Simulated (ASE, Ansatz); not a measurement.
# Generalised stacking fault on (111) (shuffle set) of a GaAs-GaSb solid solution (48 atoms): a single point

Aim: energy, forces, charges and density of states of generalised stacking fault on (111) (shuffle set) of a GaAs-GaSb solid solution (48 atoms) at a fixed geometry.

Main program and level: Ansatz 0.2.0; Kohn-Sham DFT, PBE, PAW (set soft_2), plane waves.

### Step 1. Starting point

The cell holds 48 atoms: 24 Ga, 10 Sb and 14 As. Its edges and angles: a = 8.267 Å, b = 7.159 Å, c = 20.252 Å, α = 90.0°, β = 89.0°, γ = 90.0°. It derives from GaAs and GaSb. Zinc-blende GaAs lattice (a = 5.8453 Å, the value set for the mixture), cell with z along [111], 2 x 1 x 2 periods; the third cell vector is tilted by 0.083 of 1/2[1-10] and lengthened by 0 Å, so the cell holds one fault (shuffle set); displaced by a Gaussian of 0.01 Å; 10 of 24 As sites given to Sb at random (lattice constant by Vegard's rule between GaAs and GaSb).

Before any run, some limits are plain. The host structure and its lattice constant were typed by rule, without a check against the phase diagram. Spin–orbit coupling is left out, which matters for the levels of the heavy elements.

### Step 2. Plane-wave single point

One self-consistent run at the given positions yields energy and forces.

input.yaml reads:

```yaml
crystal:
  lattice:
    - [8.2665, 0.0, 0.0]
    - [0.0, 7.159, 0.0]
    - [0.34447, 0.0, 20.24871]
  atoms:
    - { symbol: Ga, position: [0.71266, 0.49949, 0.93768] }
    - { symbol: Sb, position: [0.74689, 0.4992, 0.06321] }
    - { symbol: Ga, position: [0.74559, 0.83, 0.10396] }
    - { symbol: As, position: [0.73917, 0.83388, 0.2295] }
    - { symbol: Ga, position: [0.21189, 0.49954, 0.93758] }
    - { symbol: As, position: [0.24816, 0.4992, 0.06177] }
    - { symbol: Ga, position: [0.24594, 0.82928, 0.10454] }
    - { symbol: As, position: [0.24043, 0.834, 0.22878] }
    - { symbol: Ga, position: [0.46079, 0.99956, 0.93837] }
    - { symbol: As, position: [0.49782, 0.99925, 0.06255] }
    - { symbol: Ga, position: [0.49679, 0.33332, 0.10376] }
    - { symbol: As, position: [0.49139, 0.3356, 0.22934] }
    - { symbol: Ga, position: [0.48754, 0.66593, 0.2709] }
    - { symbol: As, position: [0.48289, 0.66478, 0.39516] }
    - { symbol: Ga, position: [0.74053, 0.16793, 0.27045] }
    - { symbol: Sb, position: [0.73464, 0.16633, 0.39564] }
    - { symbol: Ga, position: [0.72939, 0.49978, 0.43723] }
    - { symbol: Sb, position: [0.72794, 0.49925, 0.56253] }
    - { symbol: Ga, position: [0.72795, 0.83457, 0.6035] }
    - { symbol: Sb, position: [0.71889, 0.83417, 0.7283] }
    - { symbol: Ga, position: [0.96306, 0.99944, 0.93813] }
    - { symbol: Sb, position: [0.99731, 0.00078, 0.06254] }
    - { symbol: Ga, position: [0.9942, 0.33452, 0.10452] }
    - { symbol: As, position: [0.99051, 0.33382, 0.22945] }
    - { symbol: Ga, position: [0.99037, 0.6683, 0.26992] }
    - { symbol: Sb, position: [0.98345, 0.66748, 0.3962] }
    - { symbol: Ga, position: [0.23586, 0.16454, 0.27121] }
    - { symbol: As, position: [0.23547, 0.16734, 0.3957] }
    - { symbol: Ga, position: [0.23183, 0.5001, 0.43672] }
    - { symbol: As, position: [0.22727, 0.50078, 0.56304] }
    - { symbol: Ga, position: [0.22581, 0.8358, 0.60407] }
    - { symbol: As, position: [0.22, 0.83168, 0.72965] }
    - { symbol: Ga, position: [0.48221, 0.99942, 0.43695] }
    - { symbol: As, position: [0.47593, 0.00019, 0.56227] }
    - { symbol: Ga, position: [0.47458, 0.33277, 0.604] }
    - { symbol: As, position: [0.47002, 0.33311, 0.72967] }
    - { symbol: Ga, position: [0.46627, 0.66692, 0.77153] }
    - { symbol: Sb, position: [0.46288, 0.66746, 0.89552] }
    - { symbol: Ga, position: [0.71872, 0.16802, 0.77052] }
    - { symbol: Sb, position: [0.71189, 0.16664, 0.89623] }
    - { symbol: Ga, position: [0.98085, 0.99782, 0.43705] }
    - { symbol: Sb, position: [0.97588, 0.0022, 0.56253] }
    - { symbol: Ga, position: [0.97685, 0.33333, 0.60397] }
    - { symbol: As, position: [0.96862, 0.33141, 0.72925] }
    - { symbol: Ga, position: [0.97015, 0.66722, 0.77169] }
    - { symbol: As, position: [0.96032, 0.66543, 0.89609] }
    - { symbol: Ga, position: [0.21753, 0.16662, 0.77061] }
    - { symbol: Sb, position: [0.21442, 0.16416, 0.8957] }
kpoints:
  mp_grid: { grid: [2, 2, 1] }
hamiltonian:
  xc: pbe
scf:
  occupations: { method: fermi_dirac, width: 0.05 }
output:
  forces: true
  stress: true
  populations: true
  dos:
    method: { smearing: { sigma: 0.1 } }
    de: 0.1
    projected: { site_lists: { As: [As], Ga: [Ga], Sb: [Sb] } }
  eigenvalues: true
  write_density: true
  write_potential: true
  volumetric_format: npy
```

Run with:

```sh
ansatz run input.yaml --threads 8 --pin off --max-ram 15872MiB --backend cpu --events-out ev --progress --plain --runs-dir out
```

Numbers of over 12 decimals in the logs are rounded to 6 here.

What it wrote:

```text
Engine: ansatz 0.2.0, aarch64-unknown-linux-gnu
Pseudopotentials: kind: paw
Pseudopotential: Ga, paw, valence charge 13, recommended cutoff 420 eV (normal), Ga.paw.azcp
Pseudopotential: Sb, paw, valence charge 15, recommended cutoff 420 eV (normal), Sb.paw.azcp
Pseudopotential: As, paw, valence charge 15, recommended cutoff 420 eV (normal), As.paw.azcp
[... 5 lines on functional and potentials left out ...]
Crystal: 48 atoms, lattice volume = 1198.316 Å³
Basis set: ecut = 420 eV, 23399 PW (Γ), exchange–correlation on 120×96×288 points (8 copies of the dense FFT grid, shifted against one another)
Bands: 404, of which v1, the nominal top of the filled ones, is band 336 counted from 1 (335 counted from 0)
Symmetry: 1 space group operations
Space group: P1 (ITA 1), of the structure as read, at distance tolerance 1.1e-4 Å
k-points: 4
[... 7 lines on functional and potentials left out ...]
Initial density: superposition of atomic densities (neutral atoms: chi_scale 0, normalization atom), corrected by the library's trained network
Initial wavefunctions: pseudopotential atomic-orbital guess
Functional: x = pbe(κ = 0.804, μ = 0.219515), c = pbe(β = 0.066725)
SCF iter   1: F=—  HF=-223631.531555 eV  |F-HF|=—  |Δ(HF+E_count)|=         —  Δρ=1.62e-3  dr2=5.46e-2  ethr=1.77e-3  ⟨swp⟩=6.0  Hψ=5862  notcnv=0  defer=7
preconditioner: auto → LDOS  [insulator: Δε(μ)=0.130 eV  Ē_g=14.145 eV  σ=0.050 eV  W_gap=0.57  n_scr=314 (ndim 8)  ℏωp=22.3 eV  f_vac=0.088  D(μ)=3.92/eV (n_scr^D=6)  ε∞_Penn≈3.5  β→1.0]
SCF iter   2: F=—  HF=-223631.502801 eV  |F-HF|=—  |Δ(HF+E_count)|=   2.88e-2  Δρ=1.36e-3  dr2=4.38e-2  ethr=8.13e-6  ⟨swp⟩=2.0  Hψ=2974  notcnv=0  defer=218
SCF iter   3: F=—  HF=-223631.489258 eV  |F-HF|=—  |Δ(HF+E_count)|=   1.35e-2  Δρ=3.05e-4  dr2=3.51e-3  ethr=6.52e-6  ⟨swp⟩=2.0  Hψ=2478  notcnv=0  defer=218
SCF iter   4: F=—  HF=-223631.488263 eV  |F-HF|=—  |Δ(HF+E_count)|=   9.95e-4  Δρ=6.32e-5  dr2=9.54e-5  ethr=5.23e-7  ⟨swp⟩=2.0  Hψ=2465  notcnv=0  defer=218
SCF iter   5: F=—  HF=-223631.488318 eV  |F-HF|=—  |Δ(HF+E_count)|=   5.48e-5  Δρ=3.65e-5  dr2=2.45e-5  ethr=1.42e-8  ⟨swp⟩=2.0  Hψ=2514  notcnv=0  defer=210
SCF iter   6: F=—  HF=-223631.488319 eV  |F-HF|=—  |Δ(HF+E_count)|=   1.14e-6  Δρ=9.67e-6  dr2=1.19e-6  ethr=3.65e-9  ⟨swp⟩=2.0  Hψ=2512  notcnv=0  defer=187
SCF iter   7: F=—  HF=-223631.488320 eV  |F-HF|=—  |Δ(HF+E_count)|=   1.22e-6  Δρ=2.85e-6  dr2=1.20e-7  ethr=1.77e-10  ⟨swp⟩=2.0  Hψ=2517  notcnv=0  defer=155
SCF iter   8: F=-223631.488321 eV  HF=-223631.488321 eV  |F-HF|=6.90e-9  |Δ(HF+E_count)|=   1.75e-7  Δρ=8.45e-7  dr2=1.70e-8  ethr=1.49e-11  ⟨swp⟩=14.5  Hψ=12538  notcnv=0
SCF 1 converged in 8 iterations: F = -223631.488321 eV  dr2 = 1.70e-8
  greatest PAW one-centre occupation: 0.999 electrons in one spin orbital (limit 2), on the As atom at site 45 (counted from 0), in its partial waves of l = 2
SCF converged after 8 iterations
Free energy (F): -223631.488321 eV
Harris-Foulkes:  -223631.488321 eV  (|F-HF|=6.90e-9)
Internal energy: -223631.455008 eV  (E = F + TS)
E sigma→0 (E₀):  -223631.471664 eV
Entropy (-TS):   -0.033313 eV (-0.694 meV/atom)
Fermi energy:    8.184226 eV
--- Per-component energies (eV) ---
  E_band       = -6967.773429
  E_kinetic    = 6309.200986
  E_local      = -94094.099328  (includes V_loc(G=0)·N_el)
  E_nonlocal   = 4437.116559
  E_hartree    = 45719.452815
  E_xc         = -4153.009327
  E_vxc        = -3466.491730  (∫ρ·V_xc dr)
  E_paw        = -119193.302283  (= ΣΔE_a)
  E_vpaw       = -11592.401397  (= ΣTr[D̂ρ^β])
  E_aug_tail   = -0.002611  (compensation charges beyond the density's cutoff)
  E_ewald      = -62656.811818
  E_smearing   = -0.033313  (= −TS)
  E_closure    = 0.000000  (closes the sum)
  Σ components = -223631.488321   (vs F -223631.488321, Δ=0.00e0)
--- Forces (eV/Å), atoms counted from 1 ---
  atom   1  Ga     0.81169895     0.51486839    -0.16166359
  atom   2  Sb    -0.10230047     0.10213495    -0.39233686
  atom   3  Ga    -0.85521796     0.79099967     0.95506515
  atom   4  As    -0.03385563     0.04504180    -0.14996954
  atom   5  Ga    -0.86541384     0.45296661     0.73633263
  atom   6  As    -0.34248969    -0.02536561     0.10517661
  atom   7  Ga     0.99154917    -0.39968209     0.27346087
  atom   8  As     0.02630443    -0.05735205    -0.01037400
  atom   9  Ga     0.28681536    -0.06479814     1.23388302
  atom  10  As    -0.37277566    -0.01754654     0.06714606
  atom  11  Ga    -1.09891044    -0.74726942     0.59126536
  atom  12  As    -0.23535392    -0.20861563    -0.10086271
  atom  13  Ga     0.05866720     0.04928974    -0.03220372
  atom  14  As    -0.06806140     0.13344655     0.09089543
[...]
atom  47  Ga     0.07116421    -0.06418370    -1.16458864
  atom  48  Sb    -0.14191652     0.20759270    -0.00129013
  max |Σ_I F_I| component: 1.50e-5 eV/Å
--- Stress (GPa, compression-positive) ---
        4.206541       0.089501      -0.470843
        0.089501       3.383501       0.081921
       -0.470843       0.081921       3.197280
  P = ⅓ Tr σ = 3.5958 GPa (35.958 kbar)
--- Band table (eV) ---
  k-point 0: bands = ["-27.2213", "-27.2183", "-27.2124", "-27.2088", [... 388 levels ...], "12.9484", "13.0554", "13.0703", "13.1114", "13.1667", "13.1887", "13.2457", "13.2608", "13.2777", "13.3234", "13.3468", "13.4234"]
[...]
--- Löwdin populations: 48 sites ---
  site symbol       q [e]
     0     Ga     13.2297
     1     Sb     14.6058
     2     Ga     13.1305
[...]
47     Sb     14.6118
  spilling = 0.001506 (of n_electrons = 672.000000)
```

Run time: 65 s. Hardware: 8 threads of Arm Neoverse V1, shared host; peak memory 8 GiB.

Reading the cycles: dr2 is the Hartree energy of the density residual (eV), the measure of convergence; HF is the Harris–Foulkes estimate of the energy, which meets the free energy F at convergence.

Numbers from this run:

```yaml
free_energy: -223631.4883 eV
free_energy_per_atom: -4658.9893 eV/atom
scf_cycles: 8
pressure: 3.596 GPa
r_m_s_force_component: 0.5023 eV/Å
longest_force: 1.583 eV/Å
fermi_energy: 8.184 eV
levels_partly_filled_by_over_2_per_cent: 3
spilling_of_the_projection: 0.001506
```

Length of the force by element:

| element | coordination | atoms | mean length of the force (eV/Å) | spread | least | most |
| --- | --- | --- | --- | --- | --- | --- |
| As | all | 14 | 0.224 | 0.105 | 0.0639 | 0.379 |
| Ga | all | 24 | 1.15 | 0.338 | 0.0831 | 1.58 |
| Sb | all | 10 | 0.277 | 0.0972 | 0.140 | 0.418 |

Löwdin charges by element (they lack the spilled electrons, 0.021 e an atom on average):

| element | coordination | atoms | mean charge (e) | spread | least | most |
| --- | --- | --- | --- | --- | --- | --- |
| As | all | 14 | -0.0285 | 0.0035 | -0.0332 | -0.023 |
| Ga | all | 24 | -0.103 | 0.093 | -0.240 | 0.0583 |
| Sb | all | 10 | 0.388 | 0.0054 | 0.379 | 0.394 |

Charge against the make-up of the first shell:

| Sb neighbours of Ga | atoms | mean charge (e) |
| --- | --- | --- |
| 0 | 2 | 0.058 |
| 1 | 10 | -0.036 |
| 2 | 6 | -0.136 |
| 3 | 6 | -0.235 |

States in the cell by windows of 1 eV, zero at the Fermi level; the larger projections on atomic orbitals stand beside the total:

| from (eV) | to (eV) | total | Ga p | As p | Sb p | Ga s | Sb s | As s |
| --- | --- | --- | --- | --- | --- | --- | --- | --- |
| -14 | -13 | 0.0 | 0.0 | 0.0 | 0.0 | 0.0 | 0.0 | 0.0 |
| -13 | -12 | 2.0 | 0.2 | 0.0 | 0.0 | 0.7 | 0.3 | 0.8 |
| -12 | -11 | 14.6 | 2.7 | 0.3 | 0.3 | 3.0 | 1.5 | 6.7 |
| -11 | -10 | 23.4 | 5.2 | 0.3 | 0.3 | 2.7 | 4.7 | 9.6 |
| -10 | -9 | 8.0 | 2.1 | 0.1 | 0.1 | 0.6 | 4.1 | 0.8 |
| -9 | -8 | 0.0 | 0.0 | 0.0 | 0.0 | 0.0 | 0.0 | 0.0 |
| -8 | -7 | 1.7 | 0.0 | 0.3 | 0.4 | 0.9 | 0.0 | 0.0 |
| -7 | -6 | 26.4 | 2.1 | 5.6 | 5.1 | 12.0 | 0.6 | 0.8 |
| -6 | -5 | 10.4 | 1.1 | 2.4 | 1.7 | 3.6 | 0.7 | 0.7 |
| -5 | -4 | 6.6 | 1.0 | 1.5 | 1.3 | 1.7 | 0.5 | 0.5 |
| -4 | -3 | 28.1 | 10.0 | 9.2 | 6.4 | 1.5 | 0.4 | 0.4 |
| -3 | -2 | 34.5 | 11.8 | 13.6 | 7.5 | 0.8 | 0.2 | 0.2 |
| -2 | -1 | 29.5 | 8.8 | 12.5 | 7.3 | 0.4 | 0.1 | 0.1 |
| -1 | 0 | 7.1 | 1.5 | 3.1 | 2.1 | 0.1 | 0.0 | 0.1 |
| 0 | 1 | 4.1 | 1.0 | 0.3 | 0.3 | 1.4 | 0.3 | 0.6 |
| 1 | 2 | 23.7 | 7.4 | 4.0 | 2.8 | 5.2 | 0.9 | 1.7 |
| 2 | 3 | 27.1 | 8.0 | 5.1 | 3.3 | 5.2 | 1.3 | 1.4 |
| 3 | 4 | 29.4 | 16.0 | 4.2 | 2.5 | 1.7 | 1.0 | 0.7 |

Between -26 and -14 eV lie 240 more states.

About 240 of the 672 electrons lie in deeper levels, below the stored range.

The levels nearest the highest filled one (over half full), pooled over k-points and spins:

| level less the highest filled one (eV) | occupation |
| --- | --- |
| -0.443 | 2 |
| -0.415 | 2 |
| -0.268 | 2.00 |
| -0.143 | 1.97 |
| -0.0749 | 1.90 |
| 0 | 1.62 |
| 0.127 | 0.506 |
| 0.481 | 0.001 |
| 0.522 | 0 |
| 0.638 | 0 |
| 0.685 | 0 |
| 0.803 | 0 |

Valence density in the cb plane at fractional x = 0.226, with atoms of Ga and As and Sb within 0.2 Å of it. It is the smooth field of the valence electrons, not physical close to the nuclei.

Values in e/Å³, 10 rows by 16 columns, each cell a mean:
```
 0  0  1  0  2  1  0  0  0  0  0  0  2  0  1  1
 0  2 12  1 12  3  0  0  0  0  0  1 17  1  9  8
 0  1  2  0  2  1  0  0  0  0  0  0  2  0  2  1
 0  1  0  0  0  0  0  0  0  0  0  1  0  0  0  0
 1  9  0  0  0  0  0  0  7  7  1 12  1  0  0  0
 1  6  0  0  0  0  0  0  3  4  0  7  1  0  0  0
 0  0  0  0  0  0  0  0  0  0  0  0  0  0  0  0
 0  0  0  0  0  5  1  2  5  0  0  0  0  0  0  5
 0  0  0  0  0 13  1  4 10  0  0  0  0  0  0 11
 0  0  0  0  0  1  0  0  1  0  0  0  0  0  0  1
```
Columns run along c (16.0 Å, from fractional 0.00 to 0.79 of the cell), rows up along b (7.2 Å). Atoms in or near the plane, at fractional coordinates: As at (0.06, 0.50), Ga at (0.10, 0.83), As at (0.23, 0.83), Ga at (0.27, 0.16), As at (0.40, 0.17), Ga at (0.44, 0.50), As at (0.56, 0.50), Ga at (0.60, 0.84), As at (0.73, 0.83), Ga at (0.77, 0.17).

Electrostatic potential energy in the cb plane at fractional x = 0.226, with atoms of Ga and As and Sb within 0.2 Å of it. With pseudopotentials it is smooth inside the atoms' cores, unlike the true potential.

Ten even steps from '0' (-15 eV) to '9' (12 eV), each cell a mean:
```
43468999999999999998643578864357899998889999
36337999999999999997200048734634899999999999
89836999999999999986000027539972799999999999
79726999999999999986100027538962799999999999
34348999999999999997410158733435899999999999
54579999999988999998755689875468999999998899
98899999998766789875568899998899999999876678
99999999987310368733336899999999999998620147
99999999985000047439944899999999999998300015
99999999984000037459953899999999999997300005
99999999986100158626625899999999999998500026
99999999998533588853358999999999999998743368
99877899987677899988889999999877789886556789
97422588733358999999999999998632368741014799
85000167448726999999999999997300026510001689
83000047369935899999999999996100015400000489
84000057348726899999999999997200026500000589
87311478632248999999999999998621257730003799
87767899876789999999888899998776789875457899
```
Columns run along c (16.0 Å, from fractional 0.21 to 1.00 of the cell; values clipped at the 3rd and 97th percentile), rows up along b (7.2 Å). Atoms in or near the plane, at fractional coordinates: Ga at (0.94, 0.50), As at (0.23, 0.83), Ga at (0.27, 0.16), As at (0.40, 0.17), Ga at (0.44, 0.50), As at (0.56, 0.50), Ga at (0.60, 0.84), As at (0.73, 0.83), Ga at (0.77, 0.17), Sb at (0.90, 0.16).

Mean Löwdin charges: As -0.03, Ga -0.10, Sb +0.39 e. Charges this small depend on the projection, at times even in sign. The charge on Ga changes by -0.099 e for each Sb neighbour that takes the place of another kind, on average. Just under the Fermi level the largest share is As p (42 % of the projected weight), just over it Ga s (41 % of the projected weight).

### Step 3. Structure statistics

Bonds and neighbours are counted at the geometry of the runs.

Density 5.46 g/cm³, 24.96 Å³ an atom.

Pair distribution functions g(r), in bins of 0.2 Å:

| r (Å) | total | Ga-Ga | Ga-As | Ga-Sb | As-As | As-Sb | Sb-Sb |
| --- | --- | --- | --- | --- | --- | --- | --- |
| 2.50 | 6.20 | 0.00 | 12.45 | 12.40 | 0.00 | 0.00 | 0.00 |
| 2.70 | 0.00 | 0.00 | 0.00 | 0.00 | 0.00 | 0.00 | 0.00 |
| 2.90 | 0.00 | 0.00 | 0.00 | 0.00 | 0.00 | 0.00 | 0.00 |
| 3.10 | 0.00 | 0.00 | 0.00 | 0.00 | 0.00 | 0.00 | 0.00 |
| 3.30 | 0.00 | 0.00 | 0.00 | 0.00 | 0.00 | 0.00 | 0.00 |
| 3.50 | 0.00 | 0.00 | 0.00 | 0.00 | 0.00 | 0.00 | 0.00 |
| 3.70 | 0.00 | 0.00 | 0.00 | 0.00 | 0.00 | 0.00 | 0.00 |
| 3.90 | 0.21 | 0.42 | 0.00 | 0.00 | 0.00 | 0.65 | 0.60 |
| 4.10 | 6.60 | 13.20 | 0.00 | 0.00 | 13.45 | 13.60 | 11.75 |
| 4.30 | 0.18 | 0.35 | 0.00 | 0.00 | 0.26 | 0.18 | 1.02 |
| 4.50 | 0.08 | 0.00 | 0.14 | 0.19 | 0.00 | 0.00 | 0.00 |
| 4.70 | 0.22 | 0.00 | 0.32 | 0.63 | 0.00 | 0.00 | 0.00 |
| 4.90 | 4.62 | 0.00 | 9.47 | 8.89 | 0.00 | 0.00 | 0.00 |
| 5.10 | 0.16 | 0.00 | 0.22 | 0.47 | 0.00 | 0.00 | 0.00 |
| 5.30 | 0.00 | 0.00 | 0.00 | 0.00 | 0.00 | 0.00 | 0.00 |
| 5.50 | 0.03 | 0.00 | 0.00 | 0.00 | 0.16 | 0.11 | 0.00 |
| 5.70 | 0.08 | 0.21 | 0.00 | 0.00 | 0.00 | 0.00 | 0.60 |
| 5.90 | 1.55 | 3.10 | 0.00 | 0.00 | 2.99 | 3.60 | 1.95 |
| 6.10 | 0.13 | 0.18 | 0.04 | 0.16 | 0.13 | 0.09 | 0.52 |
| 6.30 | 2.76 | 0.00 | 5.57 | 5.50 | 0.00 | 0.00 | 0.00 |
| 6.50 | 0.11 | 0.00 | 0.24 | 0.19 | 0.00 | 0.00 | 0.00 |
| 6.70 | 0.02 | 0.00 | 0.03 | 0.05 | 0.00 | 0.00 | 0.00 |
| 6.90 | 0.14 | 0.28 | 0.00 | 0.00 | 0.21 | 0.14 | 0.80 |
| 7.10 | 4.18 | 8.35 | 0.00 | 0.00 | 8.85 | 8.31 | 7.59 |
| 7.30 | 0.38 | 0.53 | 0.16 | 0.33 | 0.46 | 0.38 | 1.08 |
| 7.50 | 1.69 | 0.12 | 3.39 | 3.05 | 0.00 | 0.18 | 0.17 |
| 7.70 | 0.93 | 0.00 | 1.82 | 1.91 | 0.00 | 0.00 | 0.00 |
| 7.90 | 0.09 | 0.00 | 0.14 | 0.22 | 0.00 | 0.00 | 0.00 |

Bonds by pair of elements; cutoffs follow the first minimum of g(r), held within bounds set by covalent radii, and pairs that aren't listed don't count as bonded:

| pair A-B | cutoff (Å) | bonds | mean length (Å) | spread (Å) | shortest (Å) | B about A | A about B |
| --- | --- | --- | --- | --- | --- | --- | --- |
| Ga-As | 2.98 | 56 | 2.53 | 0.014 | 2.50 | 2.33 | 4 |
| Ga-Sb | 3.05 | 40 | 2.53 | 0.015 | 2.50 | 1.67 | 4 |

How many atoms have how many bonded neighbours:

| element | mean | 4 |
| --- | --- | --- |
| As | 4 | 14 |
| Ga | 4 | 24 |
| Sb | 4 | 10 |

Bond angles (no mean is given where the spread exceeds 20°):

| angle | count | mean (°) | spread (°) |
| --- | --- | --- | --- |
| Ga-As-Ga | 84 | 110 | 1.5 |
| As-Ga-Sb | 72 | 109 | 1.6 |
| Ga-Sb-Ga | 60 | 110 | 1.7 |
| As-Ga-As | 48 | 110 | 1 |
| Sb-Ga-Sb | 24 | 110 | 2.2 |

Rings of the network by King's shortest-path rule, up to 12 atoms, one path for each pair of neighbours; H, halogens, alkali and alkaline-earth atoms are left out, and the last column divides by all other atoms, bonded or not:

| ring size (atoms) | rings | per network atom |
| --- | --- | --- |
| 6 | 94 | 1.96 |

Counting bonds as in the table, all As atoms have 4, all Ga atoms have 4 and all Sb atoms have 4 bonded neighbours. The Ga-As-Ga angle averages 110° with a spread of 1.5°. All rings counted have 6 atoms.

Local excerpt of 10 atoms (numbers count through the whole input) about Ga23, which bears the longest force; x, y, z are measured from there.

| atom | x | y | z | distance (Å) | bonds | Löwdin charge (e) | Fx | Fy | Fz (eV/Å) |
| --- | --- | --- | --- | --- | --- | --- | --- | --- | --- |
| Ga23 | 0.00 | 0.00 | 0.00 | 0.00 | 4 | -0.13 | 1.27 | 0.43 | 0.84 |
| Sb2 | -2.06 | 1.18 | -0.84 | 2.52 | 4 | 0.39 | -0.10 | 0.10 | -0.39 |
| As24 | 0.01 | -0.01 | 2.53 | 2.53 | 4 | -0.03 | 0.02 | 0.10 | -0.14 |
| Sb22 | 0.01 | -2.39 | -0.85 | 2.54 | 4 | 0.38 | -0.02 | -0.11 | 0.09 |
| As6 | 2.08 | 1.18 | -0.87 | 2.55 | 4 | -0.03 | -0.34 | -0.03 | 0.11 |
| Ga5 | 1.74 | 1.18 | -3.38 | 3.98 | 4 | -0.14 | -0.87 | 0.45 | 0.74 |
| Ga3 | -2.06 | 3.55 | -0.01 | 4.10 | 4 | -0.13 | -0.86 | 0.79 | 0.96 |
| Ga15 | -2.04 | -1.19 | 3.36 | 4.11 | 4 | -0.04 | -0.11 | -0.07 | -1.14 |
| Ga7 | 2.08 | 3.54 | 0.00 | 4.11 | 4 | -0.03 | 0.99 | -0.40 | 0.27 |
| Ga11 | -4.11 | -0.01 | -0.02 | 4.11 | 4 | -0.03 | -1.10 | -0.75 | 0.59 |

The column of bonds counts only the pairs Ga-As within 2.98 Å, Ga-Sb within 3.05 Å; other neighbours, such as metal atoms beside each other in a compound, aren't counted, and periodic images can show an atom twice.

### Step 4. Results

| Item | Value |
| --- | --- |
| free energy per atom | -4658.9893 eV/atom |
| density | 5.46 g/cm³ |
| pressure | 3.596 GPa |
| r.m.s. force component | 0.5023 eV/Å |
| wall time of the 1 DFT run | 65 s |

**Reading.** Counting bands leaves a spacing of only 0.13 eV (on the run's k-points), which the smearing bridges: 3 levels are partly filled by over 2 %, so a gap, if any, is small at this level. Counting bonds as in the table, all As atoms have 4, all Ga atoms have 4 and all Sb atoms have 4 bonded neighbours.

Caveats: The geometry was built by rule, was displaced at random and isn't relaxed at this level: its force components are 0.50 eV/Å r.m.s. The pressure of 3.6 GPa belongs to a cell and atoms that aren't relaxed at this level.

[Logs are printed without paths, hosts, clocks, repeated set-up lines and the standing remarks that a program may print on its own settings, such as how far it seeks lower states.]

[Hosts, paths, dates, database ids (printed as entryN), source tags and the programs' standing remarks are cut or masked in the printed files.]
